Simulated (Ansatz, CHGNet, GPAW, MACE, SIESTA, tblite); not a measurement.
# Codes compared on random start for liquid ZnBr2 at 780 K (102 atoms)

How near do other programs and methods come to a plane-wave reference for random start for liquid ZnBr2 at 780 K (102 atoms)? A plane-wave run serves as the reference.

Method: Kohn-Sham DFT, PBE, PAW, plane waves, in Ansatz 0.2.0.

**1. Set-up**

The cell holds 102 atoms: 34 Zn and 68 Br. Cell: a = 15.575 Å, b = 15.575 Å, c = 15.575 Å, α = 90.0°, β = 90.0°, γ = 90.0°. 102 atoms (34 Zn, 68 Br) packed at random in a cube at 3.37 g/cm³ and pushed apart as soft spheres, cations and anions kept from their own kind; a start for melting by ab initio MD, not an equilibrated structure. The density is the measured one of the melt at 780 K (3.365 g/cm³). Then every atom was moved at random, 0.02 Å r.m.s. a Cartesian component.

**2. The reference run**

The PAW files are the set soft_2.

Contents of input.yaml:

```yaml
crystal:
  lattice:
    - [15.575, 0.0, 0.0]
    - [0.0, 15.575, 0.0]
    - [0.0, 0.0, 15.575]
  atoms:
    - { symbol: Zn, position: [0.87953, 0.78772, 0.22975] }
    - { symbol: Zn, position: [0.15863, 0.13009, 0.21148] }
    - { symbol: Zn, position: [0.33039, 0.05629, 0.72248] }
    - { symbol: Zn, position: [0.64979, 0.93644, 0.8859] }
    [... 92 atom lines left out ...]
    - { symbol: Br, position: [0.26133, 0.51227, 0.59704] }
    - { symbol: Br, position: [0.12987, 0.63411, 0.75659] }
    - { symbol: Br, position: [0.0666, 0.73023, 0.96337] }
    - { symbol: Br, position: [0.67983, 0.34119, 0.74742] }
    - { symbol: Br, position: [0.50664, 0.07087, 0.75802] }
    - { symbol: Br, position: [0.41464, 0.69052, 0.62897] }
kpoints:
  mp_grid: { grid: [1, 1, 1] }
hamiltonian:
  xc: pbe
scf:
  occupations: { method: fermi_dirac, width: 0.05 }
output:
  forces: true
  eigenvalues: true
  populations: true
  stress: true
```

Launch:

```
$ ansatz run input.yaml --threads 4 --pin off --max-ram 8192MiB --backend cpu --events-out ev --progress --plain --runs-dir out
```

What it wrote:

```text
[...]
Pseudopotentials: kind: paw
Pseudopotential: Zn, paw, valence charge 12, recommended cutoff 420 eV (normal), Zn.paw.azcp
Pseudopotential: Br, paw, valence charge 7, recommended cutoff 420 eV (normal), Br.paw.azcp
[... 5 lines on functional and potentials left out ...]
Crystal: 102 atoms, lattice volume = 3778.193 Å³
Basis set: ecut = 420 eV, 73885 PW (Γ), exchange–correlation on 216×216×216 points (8 copies of the dense FFT grid, shifted against one another)
Bands: 544, of which v1, the nominal top of the filled ones, is band 442 counted from 1 (441 counted from 0)
Symmetry: 1 space group operations
Space group: P1 (ITA 1), of the structure as read, at distance tolerance 1.6e-4 Å
k-points: 1
[... 5 lines on functional and potentials left out ...]
Initial density: superposition of atomic densities (neutral atoms: chi_scale 0, normalization atom), corrected by the library's trained network
Initial wavefunctions: pseudopotential atomic-orbital guess
[...]
SCF iter   1: F=—  HF=-302119.746117 eV  |F-HF|=—  |Δ(HF+E_count)|=         —  Δρ=4.90e-3  dr2=6.23e0  ethr=1.77e-3  ⟨swp⟩=6.0  Hψ=2268  notcnv=0  defer=68
preconditioner: auto → LDOS  [metal: Δε(μ)=0.022 eV  Ē_g=9.379 eV  σ=0.050 eV  W_gap=0.11  n_scr=618 (ndim 8)  ℏωp=18.0 eV  f_vac=0.129  D(μ)=59.93/eV (n_scr^D=304)  β→1.0]
[...]
SCF iter  18: F=—  HF=-302119.416966 eV  |F-HF|=—  |Δ(HF+E_count)|=   2.39e-8  Δρ=1.01e-6  dr2=1.13e-7  ethr=3.81e-11  ⟨swp⟩=2.0  Hψ=851  notcnv=0  defer=68
SCF iter  19: F=-302119.416966 eV  HF=-302119.416966 eV  |F-HF|=3.61e-8  |Δ(HF+E_count)|=   8.50e-9  Δρ=6.19e-7  dr2=3.96e-8  ethr=1.13e-11  ⟨swp⟩=14.0  Hψ=2676  notcnv=0
SCF 1 converged in 19 iterations: F = -302119.416966 eV  dr2 = 3.96e-8
[...]
SCF converged after 19 iterations
Free energy (F): -302119.416966 eV
Harris-Foulkes:  -302119.416966 eV  (|F-HF|=3.61e-8)
Internal energy: -302118.685524 eV  (E = F + TS)
E sigma→0 (E₀):  -302119.051245 eV
Entropy (-TS):   -0.731443 eV (-7.171 meV/atom)
Fermi energy:    1.311387 eV
--- Per-component energies (eV) ---
[...]
Σ components = -302119.416966   (vs F -302119.416966, Δ=0.00e0)
--- Forces (eV/Å), atoms counted from 1 ---
  atom   1  Zn    -0.74156628     1.33477503     1.57195656
  atom   2  Zn     0.89942141    -0.32733874     1.10013697
  atom   3  Zn    -0.45667095    -0.28923648     0.87542295
  atom   4  Zn     0.24366164    -1.21136579    -0.78448369
[...]
atom 102  Br     0.00904359     0.07766155     1.45513181
  max |Σ_I F_I| component: 4.97e-5 eV/Å
--- Stress (GPa, compression-positive) ---
       -3.019792      -0.027123       0.221710
       -0.027123      -2.700796       0.115264
        0.221710       0.115264      -2.332814
  P = ⅓ Tr σ = -2.6845 GPa (-26.845 kbar)
--- Band table (eV) ---
  k-point 0: bands = ["-15.1641", "-15.1462", "-15.1030", "-14.8166", [... 528 levels ...], "6.9129", "6.9652", "6.9769", "7.0129", "7.0518", "7.0546", "7.1139", "7.1626", "7.1820", "7.1878", "7.2305", "7.2664"]
--- Löwdin populations: 102 sites ---
  site symbol       q [e]
     0     Zn     10.9614
     1     Zn     10.9356
     2     Zn     10.9185
[...]
101     Br      7.4625
  spilling = 0.007205 (of n_electrons = 884.000000)
```

The job ended after 100 s (4 threads of Arm Neoverse V2, shared host; peak memory 5 GiB).

Read from the output:

```
free energy                             : -302119.4170 eV
free energy per atom                    : -2961.9551 eV/atom
SCF cycles                              : 19
pressure                                : -2.684 GPa
r.m.s. force component                  : 0.6361 eV/Å
longest force                           : 2.264 eV/Å
Fermi energy                            : 1.311 eV
levels partly filled by over 2 per cent : 17
spilling of the projection              : 0.007205
```

Length of the force by element:

```tsv
element	coordination	atoms	mean length of the force (eV/Å)	spread	least	most
Br	all	68	0.892	0.451	0.0767	1.71
Zn	all	34	1.20	0.445	0.523	2.26
```

Löwdin charges by element (they lack the spilled electrons, 0.062 e an atom on average):

```tsv
element	coordination	atoms	mean charge (e)	spread	least	most
Br	all	68	-0.427	0.0672	-0.554	-0.148
Zn	all	34	1.04	0.146	0.552	1.18
```

The levels nearest the highest filled one (over half full), pooled over k-points and spins:

```tsv
level less the highest filled one (eV)	occupation
-0.0814	1.69
-0.0607	1.56
-0.0547	1.52
-0.0192	1.22
-0.0088	1.12
0	1.03
0.0206	0.826
0.084	0.331
0.189	0.047
0.267	0.01
0.294	0.006
0.409	0.001
```

The run ends at a pressure of -2.68 GPa, with forces up to 2.3 eV/Å.

**3. The ladder**

The programs:
- CHGNet: machine-learned potential, published weights.
- GPAW 26.7.0: PAW with atomic orbitals (LCAO), plane waves or a real-space grid of spacing h.
- MACE: machine-learned potential, published weights.
- SIESTA 5.4.2: numerical atomic orbitals, whose automatically made sets are far from complete, with PseudoDojo norm-conserving potentials that we converted to its format (checked against plane waves on the same files for H, C, O, Si, Ge and Ca alone); labels give functional, basis size, energy shift and mesh cutoff.
- tblite 0.8.0: extended tight binding, driven from Python.

All use the same cell and atoms; the electronic-structure runs use the same k-mesh, and an electronic temperature of 580 K (0.05 eV) where levels are smeared.

Differences are against the plane-wave reference, forces as r.m.s. over components; share is that over the reference's r.m.s. force, slope the least-squares factor from reference forces to these. Total energies of different programs have different zeros and aren't compared.

```tsv
run	Δ force, r.m.s. (meV/Å)	share (%)	slope	Δ pressure (GPa)	cores	CPU time	memory (GiB)
reference	-	-	-	-	4	6.5 min	5.0
CHGNet 0.3.0 potential	239	37.5	0.951	-0.456	1	2.8 s	0.57
GPAW LDA, LCAO dzp, h 0.2 Å	139	21.8	1.056	-	1	6.6 min	2.5
GPAW PBE, LCAO dzp, h 0.2 Å	32.0	5.03	0.990	-	1	6.3 min	2.5
GPAW PBE, LCAO dzp, h 0.22 Å (coarse)	31.8	5.00	0.991	-	1	6 min	2.2
GPAW PBE, LCAO sz(dzp), h 0.2 Å (coarse)	408	64.1	0.791	-	1	3.5 min	2.2
MACE MP-0b3 medium potential	141	22.2	0.896	0.713	1	6.1 s	0.8
MACE MPA-0 medium potential	107	16.9	0.951	-0.0571	1	6.3 s	0.79
SIESTA PBE, DZP, shift 0.01 Ry, mesh 150 Ry (coarse)	126	19.9	1.090	-2.90	2	6.1 min	0.81
SIESTA PBE, DZP, shift 0.01 Ry, mesh 500 Ry	127	19.9	1.093	-2.97	2	15 min	2.8
tblite GFN1-xTB	246	38.6	0.806	0.330	1	12 s	0.2
```

Rows marked coarse were listed beforehand as settings not expected to be converged; some can still land near the reference.

Times of the machine-learned potentials are mostly Python's start and the loading of weights.

CPU time is summed over cores on a shared host, where runs went side by side, so it is rough. Symmetry, cutoffs, thresholds, outputs and thread counts weren't matched or tuned between programs; memory under MPI is the largest rank's times the ranks.

Mean charges by element (e), by run and scheme:

```tsv
run	scheme	Zn	Br
reference	Löwdin	+1.04	-0.43
SIESTA PBE, DZP, shift 0.01 Ry, mesh 500 Ry	Hirshfeld	+0.67	-0.34
tblite GFN1-xTB	Mulliken	+0.21	-0.11
```

The reference's Löwdin charges lack the electrons that the projection spills, 0.062 e an atom on average.

Within one program, basis, potentials and functional, energies share a zero. Each run against its twin at the usual cutoff or grid and solver:

```tsv
run	twin	Δ energy (meV/atom)	Δ force, r.m.s. (meV/Å)	CPU time over the twin's
GPAW PBE, LCAO dzp, h 0.22 Å	LCAO dzp, h 0.2 Å	3.15	6.08	0.95
SIESTA PBE, DZP, shift 0.01 Ry, mesh 150 Ry	DZP, shift 0.01 Ry, mesh 500 Ry	-7.22	21.4	0.39
```

**4. Results**

```yaml
reference_r_m_s_force_component: 0.636 eV/Å
nearest_in_forces: a tie at 5.0 % of 2 runs: GPAW PBE, LCAO dzp, h 0.2 Å; GPAW PBE, LCAO dzp, h 0.22 Å (coarse)
farthest_in_forces: GPAW PBE, LCAO sz(dzp), h 0.2 Å (coarse), 64 %
cheapest_electronic_structure_run_beside_the_reference: tblite GFN1-xTB, 12 s of CPU time
```

What this shows: The PBE runs in local orbitals, coarse settings apart, differ by 5.0 % (GPAW PBE, LCAO dzp, h 0.2 Å) to 20 % (SIESTA PBE, DZP, shift 0.01 Ry, mesh 500 Ry); basis, grid and potentials can all enter. Tight binding differs by 39 % (tblite GFN1-xTB); it is another model, with fitted parameters of its own, and the xTB methods hold dispersion. Machine-learned potentials differ by 17 % (MACE MPA-0 medium potential) to 38 % (CHGNet 0.3.0 potential); they were trained on other programs' data. Rows with another functional or a dispersion term differ by 22 % (GPAW LDA, LCAO dzp, h 0.2 Å), which mixes the change of model with differences of basis and potentials. SIESTA PBE, DZP, shift 0.01 Ry, mesh 150 Ry needed 71 SCF steps, so its time overstates the method's usual cost. Runs with settings chosen to be coarse differ by 5.0 % (GPAW PBE, LCAO dzp, h 0.22 Å) to 64 % (GPAW PBE, LCAO sz(dzp), h 0.2 Å), their programs' other errors included. One electronic-structure run takes under half the reference's CPU time: tblite GFN1-xTB, at 39 % in 12 s against 6.5 min. In pressure, SIESTA PBE, DZP, shift 0.01 Ry, mesh 500 Ry misses by -3.0 GPa, at the same functional. Charges hang on model, scheme and program or settings: among these rows the mean for Zn runs from +0.21 to +1.04 e. In the reference: 17 levels are partly filled, by over 2 % (at Γ alone): at this level the cell shows no clear gap. In the reference: mean Löwdin charges: Br -0.43, Zn +1.04 e (they miss 0.72 % of the electrons, so they add up to more than the cell's charge). Periodic xTB results under one method name differ between programs and library versions. The potentials hold different valence shells: 884 electrons in the reference, 1156 in SIESTA; this bears on time and differences. Machine-learned potentials mimic data converged in k, so the reference's own k-point error enters their differences. The reference's pressure of -2.7 GPa belongs to a cell and atoms that aren't relaxed at this level. The electronic-structure runs sample only Γ, in a cell whose shortest periodic width is 16 Å, which is coarse for a cell with partly filled levels.

[Also dropped from logs without a mark: logging warnings of Python, and SIESTA's first energy breakdown and zero terms.]

[Logs are printed without paths, hosts, clocks, repeated set-up lines and the standing remarks that a program may print on its own settings, such as how far it seeks lower states.]

[Hosts, paths, dates, database ids (printed as entryN), source tags and the programs' standing remarks are cut or masked in the printed files.]
